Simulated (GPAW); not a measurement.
## SnSe2 (1T monolayer): G0W0 on several meshes in GPAW

How does the mesh move the gap of SnSe2 (1T monolayer)?

Program: GPAW 26.7.0. Level of theory: LDA and many-body steps on it, plane waves. Results are calculated unless marked as measured.

This is a report of a sequence of runs, with most program output left out.

**1. Starting point**

The cell holds 3 atoms: 1 Sn and 2 Se. Its edges and angles: a = 3.767 Å, b = 3.767 Å, c = 14.100 Å, α = 90.0°, β = 90.0°, γ = 120.0°. Vacuum lies along c.

As a file:

```
Sn Se
1.0
     3.76664    0.00000    0.00000
    -1.88332    3.26201    0.00000
     0.00000    0.00000   14.10000
Sn Se
1 2
Direct
  0.00000 0.00000 0.50000
  0.33333 0.66667 0.61188
  0.66667 0.33333 0.38812
```

The structure was relaxed with LDA. The runs that relaxed it are not among those shown.

**2. Empty states on the mesh, 9×9×1 mesh, 291 bands**

This step: GPAW 26.7.0; DFT, LDA, plane waves, PAW.

The sums over transitions need many empty states on a uniform mesh; this step solves for them.

Contents of run.py:

```python
import json
import numpy as np
from gpaw.mpi import world
from gpaw import GPAW

calc = GPAW('gs.gpw').fixed_density(kpts={'size': (9, 9, 1), 'gamma': True},
    parallel={'domain': 1, 'band': 1},
    txt='nscf.txt')
calc.diagonalize_full_hamiltonian(nbands=291)
calc.write('full.gpw', mode='all')
res = {}
kpts = calc.get_ibz_k_points()
res['kpts'] = kpts
res['eigenvalues'] = [calc.get_eigenvalues(kpt=k) for k in range(len(kpts))]
res['n_electrons'] = calc.get_number_of_electrons()

if world.rank == 0:
    with open('result.json', 'w') as f:
        json.dump(res, f, default=lambda x: x.tolist())
```

Command:

```console
$ mpirun -n 4 gpaw python run.py
```

Wall time 2.5 min (4 MPI ranks of Arm Neoverse V1, shared host); peak memory 5.2 GiB; 9.8 min of CPU time.

Numbers from this step:

* gap: 0.7488 eV
* k of the valence top: 0.1111, 0, 0
* k of the conduction bottom: 0.4444, 0, 0
* least direct gap: 1.114 eV
* k points computed: 12
* lowest point of the top converged band, above the valence top: 77.1870 eV

On this mesh the gap is 0.749 eV.

**3. 9×9×1**

Now the one-shot GW correction: screening in the RPA, then the self-energy of the levels asked for.

This step: G0W0 on LDA, plane waves, PAW.

Contents of run.py:

```python
import json
import numpy as np
from gpaw.mpi import world
from gpaw.response.g0w0 import G0W0

gw = G0W0('full.gpw',
    filename='gw',
    kpts=[0, 1, 9],
    bands=(11, 15),
    ecut=48,
    nbands=130,
    truncation='2D',
    integrate_gamma='sphere',
    q0_correction=True,
    frequencies={'type': 'nonlinear', 'domega0': 0.15, 'omega2': 15.0},
    eta=0.1,
    nblocksmax=True)
gw.calculate()
res = {mode: {k: v for k, v in r.items() if k != 'sigma_eskwn'}
       for mode, r in gw.all_results.items()}

if world.rank == 0:
    with open('result.json', 'w') as f:
        json.dump(res, f, default=lambda x: x.tolist())
```

Command:

```console
$ mpirun -n 4 gpaw python run.py
```

It took 2.5 min on 4 MPI ranks; peak memory 2.1 GiB.

Numbers from this step:

* G0W0 gap on the points computed: 1.929 eV
* least direct G0W0 gap on the computed points: 2.365 eV
* Z at the valence top: 0.7360
* Z at the conduction bottom: 0.7574
* starting gap on the mesh: 0.7488 eV
* k of the valence top: 0.1111, 0, 0
* k of the conduction bottom: 0.4444, 0, 0

The gap on the mesh goes from 0.75 eV to 1.93 eV, a correction of +1.18 eV.

**4. Empty states on the mesh, 6×6×1 mesh, 140 bands**

This step: DFT, LDA, plane waves, PAW.

Contents of run.py:

```python
import json
import numpy as np
from gpaw.mpi import world
from gpaw import GPAW

calc = GPAW('gs.gpw').fixed_density(kpts={'size': (6, 6, 1), 'gamma': True},
    nbands=163,
    convergence={'bands': 140},
    txt='nscf.txt')
calc.write('full.gpw', mode='all')
res = {}
kpts = calc.get_ibz_k_points()
res['kpts'] = kpts
res['eigenvalues'] = [calc.get_eigenvalues(kpt=k) for k in range(len(kpts))]
res['n_electrons'] = calc.get_number_of_electrons()

if world.rank == 0:
    with open('result.json', 'w') as f:
        json.dump(res, f, default=lambda x: x.tolist())
```

Command:

```console
$ mpirun -n 4 gpaw python run.py
```

Run time: 36 s. Hardware: 4 MPI ranks; peak memory 0.93 GiB; 2.4 min of CPU time.

This step gave:

| Item | Value |
| --- | --- |
| gap | 0.7078 eV |
| k of the valence top | 0.1667, 0, 0 |
| k of the conduction bottom | 0.5, 0.5, 0 |
| least direct gap | 1.070 eV |
| k points computed | 7 |
| lowest point of the top converged band, above the valence top | 45.34 eV |

On this mesh the gap is 0.708 eV.

**5. 6×6×1**

This step: G0W0 on LDA, plane waves, PAW.

Contents of run.py:

```python
import json
import numpy as np
from gpaw.mpi import world
from gpaw.response.g0w0 import G0W0

gw = G0W0('full.gpw',
    filename='gw',
    kpts=[0, 1, 6],
    bands=(11, 15),
    ecut=48,
    nbands=130,
    truncation='2D',
    integrate_gamma='sphere',
    q0_correction=True,
    frequencies={'type': 'nonlinear', 'domega0': 0.15, 'omega2': 15.0},
    eta=0.1,
    nblocksmax=True)
gw.calculate()
res = {mode: {k: v for k, v in r.items() if k != 'sigma_eskwn'}
       for mode, r in gw.all_results.items()}

if world.rank == 0:
    with open('result.json', 'w') as f:
        json.dump(res, f, default=lambda x: x.tolist())
```

Command:

```console
$ mpirun -n 4 gpaw python run.py
```

Run time: 48 s. Hardware: 4 MPI ranks; peak memory 1.5 GiB.

This step gave:

- G0W0 gap on the points computed: 1.894 eV
- least direct G0W0 gap on the computed points: 2.319 eV
- Z at the valence top: 0.7306
- Z at the conduction bottom: 0.7535
- starting gap on the mesh: 0.7078 eV
- k of the valence top: 0.1667, 0, 0
- k of the conduction bottom: 0.5, 0.5, 0

Against G0W0 in GPAW (9×9×1 mesh, 130 bands, screening to 48 eV, full frequency, Hilbert transform), the gap moves by −0.036 eV.

**6. The runs together**

Times are wall times on 4 MPI ranks of Arm Neoverse V1, shared host, good to a factor of about two.

```
  run   mesh  bands  screening cutoff (eV)  DFT gap (eV)  gap on the mesh (eV)  direct (eV)     time
9×9×1  9×9×1    130                     48         0.749                 1.929        2.365  2.5 min
6×6×1  6×6×1    130                     48         0.708                 1.894        2.319     48 s
```

**7. Results**

| Quantity | Value |
| --- | --- |
| 9×9×1 | 1.929 eV |
| 6×6×1 | 1.894 eV |
| known limits | not at the basis limit; no spin-orbit coupling |

6×6×1: −0.036 eV against 9×9×1, −0.041 eV of it in the start. Bands and cutoff are finite, so the gap is not at the basis limit. The miss can reach some tenths of an eV and take either sign; the mesh is an error of its own. These stock PAW sets were not made for GW; the filled d or f shell of Se lies in the frozen core, which bears on start and correction. In the G0W0 runs levels were corrected at 3 k points alone, so a gap called «on the mesh» is the least over those, and an edge elsewhere would be missed. The many-body steps are scalar-relativistic: spin-orbit coupling is not in them.

[Paths, hosts, dates, memory and timing lines, banners, echoed tables and standing remarks are left out of the program output.]

[Logs are printed without paths, hosts, clocks, repeated set-up lines and the standing remarks that a program may print on its own settings, such as how far it seeks lower states.]

[Runs of the session that timed out or met a known fault of the program may be left out.]

[Hosts, paths, dates, database ids (printed as entryN), source tags and the programs' standing remarks are cut or masked in the printed files.]
